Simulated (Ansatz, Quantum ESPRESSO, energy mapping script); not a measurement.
# CoO: exchange couplings from total energies, part 2 of 2

How strongly do the moments of CoO couple under PBE+U (3.5 eV), QE, GBRV? The plan is to run several orders and fit a Heisenberg model.

PBE with U = 3.5 eV on Co d, ortho-atomic projectors; plane waves, U on orthogonalised atomic orbitals unless named otherwise, collinear spin, no spin–orbit coupling.

So far. Step 3 (Order 1: parallel, cell A of 4 atoms): The run ends ferromagnetic. Step 4 (Compensated +− start in cell A (4 atoms)): The run ends antiferromagnetic, 44.90 meV a magnetic atom above the parallel order of its cell, a difference that unlike orbital or electronic states can set, not exchange alone (energies taken at zero occupation width, not the printed F).

## 5. Order 3: parallel, cell B of 4 atoms

Level of this step: PBE with U = 3.5 eV on Co d, ortho-atomic projectors, GBRV potentials (Quantum ESPRESSO).

The parallel order again, as the reference for this cell.

This run holds the same structure in another cell (c 4.263 → 5.221 Å, α 90.0 → 73.2°, β 90.0 → 73.2°, γ 90.0 → 60.0°).

File pw.in:

```
&control
  calculation = 'scf'
  prefix = 'pw'
  outdir = './tmp/'
  pseudo_dir = './pseudo/'
  verbosity = 'low'
/
&system
  ibrav = 0
  nat = 4
  ntyp = 2
  ecutwfc = 45
  ecutrho = 360
  nbnd = 38
  occupations = 'smearing'
  smearing = 'fd'
  degauss = 0.00367493
  nspin = 2
  starting_magnetization(1) = 0.1765
/
&electrons
  conv_thr = 1.0e-08
  electron_maxstep = 120
  mixing_beta = 0.3
  mixing_mode = 'plain'
/
ATOMIC_SPECIES
  Co 58.9332 Co.upf
  O 15.9990 O.upf
CELL_PARAMETERS angstrom
  0.00000000 -2.13150000 -2.13150000
  -2.13150000 0.00000000 -2.13150000
  2.13150000 2.13150000 -4.26300000
ATOMIC_POSITIONS crystal
  Co 0.50000000 0.50000000 0.50000000
  Co 0.00000000 0.00000000 0.00000000
  O 0.75000000 0.75000000 0.75000000
  O 0.25000000 0.25000000 0.25000000
K_POINTS automatic
  13 13 13 0 0 0
HUBBARD {ortho-atomic}
U Co-3d 3.5
```

Command:

```console
$ OMP_NUM_THREADS=1 mpirun -n 4 pw.x -nk 4 -in pw.in > pw.out
```

What it wrote:

```text
[banner, memory and clock lines left out]
Program PWSCF v.7.5 starts
[...]
unit-cell volume          =     261.4042 (a.u.)^3
     number of atoms/cell      =            4
[...]
number of electrons       =        46.00
     number of Kohn-Sham states=           38
     kinetic-energy cutoff     =      45.0000  Ry
     charge density cutoff     =     360.0000  Ry
[...]
The total energy is F=E-TS. E is the sum of the following terms:
     one-electron contribution =    -365.81963388 Ry
     hartree contribution      =     209.60546528 Ry
     xc contribution           =     -80.07569042 Ry
     ewald contribution        =    -425.12572344 Ry
     Hubbard energy            =       0.23042563 Ry
     total magnetization       =     5.99 Bohr mag/cell
     absolute magnetization    =     6.04 Bohr mag/cell
     convergence has been achieved in  24 iterations
[key lines of the parts left out:]
!    total energy              =    -661.19039721 Ry
the Fermi energy is    13.1920 ev
```

The job ended after 2.6 min (4 MPI ranks of Arm Neoverse V2, shared host; peak memory 0.8 GiB).

The run ends ferromagnetic. For each magnetic atom its energy differs from the parallel run of the first cell by -0.04 meV, an error that one common reference would have brought in.

## 6. Order 4: compensated +−, cell B of 4 atoms

This order reverses 6 of the 12 neighbours at 3.01 Å and 6 of the 6 neighbours at 4.26 Å, counted for an average magnetic atom.

Edit pw.in of step 5 so:

```diff
@@ -10,6 +10,6 @@
   nat = 4
-  ntyp = 2
+  ntyp = 3
   ecutwfc = 45
   ecutrho = 360
-  nbnd = 38
+  nbnd = 35
   occupations = 'smearing'
@@ -19,2 +19,3 @@
   starting_magnetization(1) = 0.1765
+  starting_magnetization(2) = -0.1765
 /
@@ -27,3 +28,4 @@
 ATOMIC_SPECIES
-  Co 58.9332 Co.upf
+  Co1 58.9332 Co.upf
+  Co2 58.9332 Co.upf
   O 15.9990 O.upf
@@ -34,4 +36,4 @@
 ATOMIC_POSITIONS crystal
-  Co 0.50000000 0.50000000 0.50000000
-  Co 0.00000000 0.00000000 0.00000000
+  Co1 0.50000000 0.50000000 0.50000000
+  Co2 0.00000000 0.00000000 0.00000000
   O 0.75000000 0.75000000 0.75000000
@@ -41,2 +43,3 @@
 HUBBARD {ortho-atomic}
-U Co-3d 3.5
+U Co1-3d 3.5
+U Co2-3d 3.5
```

What it wrote:

```text
[banner, memory and clock lines left out]
Program PWSCF v.7.5 starts
[...]
unit-cell volume          =     261.4042 (a.u.)^3
     number of atoms/cell      =            4
[...]
number of electrons       =        46.00
     number of Kohn-Sham states=           35
     kinetic-energy cutoff     =      45.0000  Ry
     charge density cutoff     =     360.0000  Ry
[...]
The total energy is F=E-TS. E is the sum of the following terms:
     one-electron contribution =    -365.97768312 Ry
     hartree contribution      =     209.72847808 Ry
     xc contribution           =     -80.05476002 Ry
     ewald contribution        =    -425.12572344 Ry
     Hubbard energy            =       0.23834763 Ry
     total magnetization       =    -0.00 Bohr mag/cell
     absolute magnetization    =     5.44 Bohr mag/cell
     convergence has been achieved in  21 iterations
[key lines of the parts left out:]
!    total energy              =    -661.19619638 Ry
the Fermi energy is    13.1668 ev
```

The job ended after 2.1 min (4 MPI ranks; peak memory 0.78 GiB; 8.6 min of CPU time).

The run ends antiferromagnetic, 40.76 meV a magnetic atom below the parallel order of its cell, a difference that unlike orbital or electronic states can set, not exchange alone (energies taken at zero occupation width, not the printed F).

## 7. Run 5 (parallel; cell C, 6 atoms)

A new cell needs its own zero of energy.

File pw.in:

```
&control
  calculation = 'scf'
  prefix = 'pw'
  outdir = './tmp/'
  pseudo_dir = './pseudo/'
  verbosity = 'low'
/
&system
  ibrav = 0
  nat = 6
  ntyp = 2
  ecutwfc = 45
  ecutrho = 360
  nbnd = 55
  occupations = 'smearing'
  smearing = 'fd'
  degauss = 0.00367493
  nspin = 2
  starting_magnetization(1) = 0.1765
/
&electrons
  conv_thr = 1.5e-08
  electron_maxstep = 120
  mixing_beta = 0.3
  mixing_mode = 'plain'
/
ATOMIC_SPECIES
  Co 58.9332 Co.upf
  O 15.9990 O.upf
CELL_PARAMETERS angstrom
  0.00000000 -2.13150000 -2.13150000
  -4.26300000 0.00000000 0.00000000
  2.13150000 4.26300000 -2.13150000
ATOMIC_POSITIONS crystal
  Co 0.66666667 0.66666667 0.33333333
  Co 0.33333333 0.33333333 0.66666667
  Co 0.00000000 0.00000000 0.00000000
  O 0.66666667 0.16666667 0.33333333
  O 0.33333333 0.83333333 0.66666667
  O 0.00000000 0.50000000 0.00000000
K_POINTS automatic
  12 12 12 0 0 0
HUBBARD {ortho-atomic}
U Co-3d 3.5
```

What it wrote:

```text
[banner, memory and clock lines left out]
Program PWSCF v.7.5 starts
[...]
unit-cell volume          =     392.1063 (a.u.)^3
     number of atoms/cell      =            6
[...]
number of electrons       =        69.00
     number of Kohn-Sham states=           55
     kinetic-energy cutoff     =      45.0000  Ry
     charge density cutoff     =     360.0000  Ry
[...]
The total energy is F=E-TS. E is the sum of the following terms:
     one-electron contribution =    -548.72882953 Ry
     hartree contribution      =     314.40757854 Ry
     xc contribution           =    -120.11355816 Ry
     ewald contribution        =    -637.68858516 Ry
     Hubbard energy            =       0.34564260 Ry
     total magnetization       =     8.98 Bohr mag/cell
     absolute magnetization    =     9.07 Bohr mag/cell
     convergence has been achieved in  34 iterations
[key lines of the parts left out:]
!    total energy              =    -991.78559851 Ry
the Fermi energy is    13.1920 ev
```

Run time: 11 min. Hardware: 4 MPI ranks; peak memory 1.6 GiB; 44 min of CPU time.

The run ends ferromagnetic. For each magnetic atom its energy differs from the parallel run of the first cell by -0.08 meV, an error that one common reference would have brought in.

## 8. Uncompensated ++− start in cell C (6 atoms)

This order reverses 6.67 of the 12 neighbours at 3.01 Å and 2.67 of the 6 neighbours at 4.26 Å, counted for an average magnetic atom.

Edit pw.in of step 7 so:

```diff
@@ -10,6 +10,6 @@
   nat = 6
-  ntyp = 2
+  ntyp = 3
   ecutwfc = 45
   ecutrho = 360
-  nbnd = 55
+  nbnd = 52
   occupations = 'smearing'
@@ -19,2 +19,3 @@
   starting_magnetization(1) = 0.1765
+  starting_magnetization(2) = -0.1765
 /
@@ -27,3 +28,4 @@
 ATOMIC_SPECIES
-  Co 58.9332 Co.upf
+  Co1 58.9332 Co.upf
+  Co2 58.9332 Co.upf
   O 15.9990 O.upf
@@ -34,5 +36,5 @@
 ATOMIC_POSITIONS crystal
-  Co 0.66666667 0.66666667 0.33333333
-  Co 0.33333333 0.33333333 0.66666667
-  Co 0.00000000 0.00000000 0.00000000
+  Co1 0.66666667 0.66666667 0.33333333
+  Co1 0.33333333 0.33333333 0.66666667
+  Co2 0.00000000 0.00000000 0.00000000
   O 0.66666667 0.16666667 0.33333333
@@ -43,2 +45,3 @@
 HUBBARD {ortho-atomic}
-U Co-3d 3.5
+U Co1-3d 3.5
+U Co2-3d 3.5
```

What it wrote:

```text
[banner, memory and clock lines left out]
Program PWSCF v.7.5 starts
[...]
unit-cell volume          =     392.1063 (a.u.)^3
     number of atoms/cell      =            6
[...]
number of electrons       =        69.00
     number of Kohn-Sham states=           52
     kinetic-energy cutoff     =      45.0000  Ry
     charge density cutoff     =     360.0000  Ry
[...]
The total energy is F=E-TS. E is the sum of the following terms:
     one-electron contribution =    -548.99109950 Ry
     hartree contribution      =     314.86577919 Ry
     xc contribution           =    -120.26640212 Ry
     ewald contribution        =    -637.68858516 Ry
     Hubbard energy            =       0.12920534 Ry
     total magnetization       =     3.00 Bohr mag/cell
     absolute magnetization    =     8.47 Bohr mag/cell
     convergence has been achieved in  23 iterations
[key lines of the parts left out:]
!    total energy              =    -991.95110240 Ry
the Fermi energy is    13.7608 ev
```

Elapsed: 7.5 min, on 4 MPI ranks; peak memory 1.6 GiB.

The run ends ferrimagnetic, 768.39 meV a magnetic atom below the parallel order of its cell, a difference that unlike orbital or electronic states can set, not exchange alone.

## 9. Run 7 (parallel; cell D, 6 atoms)

The parallel order again, as the reference for this cell.

This run holds the same structure in another cell (b 4.263 → 3.014 Å, c 5.221 → 6.740 Å, α 114.1 → 102.9°, β 106.8 → 102.9°).

File pw.in:

```
&control
  calculation = 'scf'
  prefix = 'pw'
  outdir = './tmp/'
  pseudo_dir = './pseudo/'
  verbosity = 'low'
/
&system
  ibrav = 0
  nat = 6
  ntyp = 2
  ecutwfc = 45
  ecutrho = 360
  nbnd = 55
  occupations = 'smearing'
  smearing = 'fd'
  degauss = 0.00367493
  nspin = 2
  starting_magnetization(1) = 0.1765
/
&electrons
  conv_thr = 1.5e-08
  electron_maxstep = 120
  mixing_beta = 0.3
  mixing_mode = 'plain'
/
ATOMIC_SPECIES
  Co 58.9332 Co.upf
  O 15.9990 O.upf
CELL_PARAMETERS angstrom
  0.00000000 2.13150000 2.13150000
  0.00000000 2.13150000 -2.13150000
  -6.39450000 -2.13150000 0.00000000
ATOMIC_POSITIONS crystal
  Co 0.00000000 0.00000000 0.00000000
  Co 0.33333333 0.33333333 0.66666667
  Co 0.66666667 0.66666667 0.33333333
  O 0.83333333 0.83333333 0.66666667
  O 0.16666667 0.16666667 0.33333333
  O 0.50000000 0.50000000 0.00000000
K_POINTS automatic
  11 11 11 0 0 0
HUBBARD {ortho-atomic}
U Co-3d 3.5
```

What it wrote:

```text
[banner, memory and clock lines left out]
Program PWSCF v.7.5 starts
[...]
unit-cell volume          =     392.1063 (a.u.)^3
     number of atoms/cell      =            6
[...]
number of electrons       =        69.00
     number of Kohn-Sham states=           55
     kinetic-energy cutoff     =      45.0000  Ry
     charge density cutoff     =     360.0000  Ry
[...]
The total energy is F=E-TS. E is the sum of the following terms:
     one-electron contribution =    -548.72882803 Ry
     hartree contribution      =     314.40751590 Ry
     xc contribution           =    -120.11348092 Ry
     ewald contribution        =    -637.68858516 Ry
     Hubbard energy            =       0.34564534 Ry
     total magnetization       =     8.98 Bohr mag/cell
     absolute magnetization    =     9.07 Bohr mag/cell
     convergence has been achieved in  25 iterations
[key lines of the parts left out:]
!    total energy              =    -991.78559206 Ry
the Fermi energy is    13.1916 ev
```

Elapsed: 3.4 min, on 4 MPI ranks; peak memory 0.96 GiB; 14 min of CPU time.

The run ends ferromagnetic. For each magnetic atom its energy differs from the parallel run of the first cell by -0.03 meV, an error that one common reference would have brought in.

## 10. Uncompensated ++− start in cell D (6 atoms)

This order reverses 5.33 of the 12 neighbours at 3.01 Å and 1.33 of the 6 neighbours at 4.26 Å, counted for an average magnetic atom.

Edit pw.in of step 9 so:

```diff
@@ -10,6 +10,6 @@
   nat = 6
-  ntyp = 2
+  ntyp = 3
   ecutwfc = 45
   ecutrho = 360
-  nbnd = 55
+  nbnd = 52
   occupations = 'smearing'
@@ -19,2 +19,3 @@
   starting_magnetization(1) = 0.1765
+  starting_magnetization(2) = -0.1765
 /
@@ -27,3 +28,4 @@
 ATOMIC_SPECIES
-  Co 58.9332 Co.upf
+  Co1 58.9332 Co.upf
+  Co2 58.9332 Co.upf
   O 15.9990 O.upf
@@ -34,5 +36,5 @@
 ATOMIC_POSITIONS crystal
-  Co 0.00000000 0.00000000 0.00000000
-  Co 0.33333333 0.33333333 0.66666667
-  Co 0.66666667 0.66666667 0.33333333
+  Co1 0.00000000 0.00000000 0.00000000
+  Co1 0.33333333 0.33333333 0.66666667
+  Co2 0.66666667 0.66666667 0.33333333
   O 0.83333333 0.83333333 0.66666667
@@ -43,2 +45,3 @@
 HUBBARD {ortho-atomic}
-U Co-3d 3.5
+U Co1-3d 3.5
+U Co2-3d 3.5
```

What it wrote:

```text
[banner, memory and clock lines left out]
Program PWSCF v.7.5 starts
[...]
unit-cell volume          =     392.1063 (a.u.)^3
     number of atoms/cell      =            6
[...]
number of electrons       =        69.00
     number of Kohn-Sham states=           52
     kinetic-energy cutoff     =      45.0000  Ry
     charge density cutoff     =     360.0000  Ry
[...]
The total energy is F=E-TS. E is the sum of the following terms:
     one-electron contribution =    -548.99070993 Ry
     hartree contribution      =     314.70522495 Ry
     xc contribution           =    -120.13385657 Ry
     ewald contribution        =    -637.68858516 Ry
     Hubbard energy            =       0.29718728 Ry
     total magnetization       =     3.01 Bohr mag/cell
     absolute magnetization    =     8.37 Bohr mag/cell
     convergence has been achieved in  23 iterations
[key lines of the parts left out:]
!    total energy              =    -991.81586837 Ry
the Fermi energy is    13.5234 ev
```

Wall time 3.7 min (4 MPI ranks); peak memory 0.96 GiB; 15 min of CPU time.

The run ends ferrimagnetic, 143.50 meV a magnetic atom below the parallel order of its cell, a difference that unlike orbital or electronic states can set, not exchange alone (energies taken at zero occupation width, not the printed F).

## 11. Mapping onto a Heisenberg model

Each energy difference is a sum of couplings weighted by the pairs that the order reverses. A few near shells are fitted to the differences by least squares. Energies are those extrapolated to zero occupation width, not the free energies F.

The orders side by side; each is measured from the parallel order in the same cell and on the same mesh:

| order | atoms | energy (meV a magnetic atom) | moments (μB) | moments kept as typed | opposed neighbours at 3.01, 4.26 Å |
| --- | --- | --- | --- | --- | --- |
| parallel in cell A | 4 | 0.00 | 2.61 | yes | 0, 0 |
| compensated +− in cell A | 4 | 44.90 | 2.39 | yes | 8, 0 |
| parallel in cell B | 4 | 0.00 | 2.61 | yes | 0, 0 |
| compensated +− in cell B | 4 | -40.76 | 2.55 | yes | 6, 6 |
| parallel in cell C | 6 | 0.00 | 2.61 | yes | 0, 0 |
| uncompensated ++− in cell C | 6 | -768.39 | 2.57 to 2.58 | yes | 6.67, 2.67 |
| parallel in cell D | 6 | 0.00 | 2.61 | yes | 0, 0 |
| uncompensated ++− in cell D | 6 | -143.50 | 2.51 to 2.58 | yes | 5.33, 1.33 |

The Heisenberg fit (each pair counts twice, positive J is ferromagnetic):

| pair | distance (Å) | neighbours | J (meV) |
| --- | --- | --- | --- |
| Co–Co | 3.01 | 12 | -13.3 |
| Co–Co | 4.26 | 6 | -9.63 |

## 12. Summary of results

```yaml
couplings: not to be trusted
```

What this shows: The warning signs here (some orders are gapless and others have a gap; open shells started apart) can come from unlike orbital states, and these open shells were not started from one set of occupation matrices, so the fitted couplings are not taken as the crystal's.

1 further run of the session is left out of this account and of its counts and ranges: runs hit by known faults of a program or its files, repeats, responses too ill-conditioned to give a U, cells squeezed past sense, harmless faults, or fits whose shells could not be counted again from the structure.

[Logs and program files are shortened in this print: banners, set-up blocks, solver, clock and traceback lines can be left out without a mark of their own.]

[Logs are printed without paths, hosts, clocks, repeated set-up lines and the standing remarks that a program may print on its own settings, such as how far it seeks lower states.]

[Hosts, paths, dates, database ids (printed as entryN), source tags and the programs' standing remarks are cut or masked in the printed files.]

[Where a cell is said to come from a database of computed structures, the database is the Materials Project.]
